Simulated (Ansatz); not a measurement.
# Is the response still linear at 0.25 V/Å? Zr2NS2 MXene bilayer, AB

The dipole of a slab grows in proportion to a weak field along its normal. Does the weak-field slope carry to a strong field?

Set-up. Ansatz 0.2.0, plane waves with PAW datasets (its set soft_2), r2SCAN-D4; atoms held at their relaxed places, 18 Å of vacuum, dipole correction, cell area 10.22 Å², 18×18 k-points, smearing 0.02585 eV. Without field the slab has no gap over 0.05 eV.

```
  run  field (V/Å)  dipole (e·Å)
run 1        −0.03      −0.02825
run 2         0.00       0.00000
run 3         0.03       0.02825
run 4         0.25             ?
```

**Question.** What value belongs in the row marked “?”, and how far can the other rows tell?

A least-squares line through the 3 rows shown has slope 0.941667 and intercept 0.000000; no row lies more than 0.00001 e·Å off it. A perfect conductor with that slope would be 180.95 × 0.94167 / 10.22 = 16.67 Å thick. At 0.25 it gives 0.941667 × 0.25 + 0.000000 = 0.23542 e·Å, beyond the rows fitted. Rounding and scatter of the rows alone allow about ±0.00004 e·Å there.

The run itself gives 0.23543 e·Å: a miss of +0.00001 e·Å. That is under 1 % of the induced dipole, so the response is still linear.

**Limits.** Ions are held, so this is the electronic response. Of the series that stay linear within 1 %, this collection keeps about one in seven, and it keeps all that bend. With a small gap or none the response hangs on mesh and smearing, which were not varied here.

[Logs are printed without paths, hosts, clocks, repeated set-up lines and the standing remarks that a program may print on its own settings, such as how far it seeks lower states.]
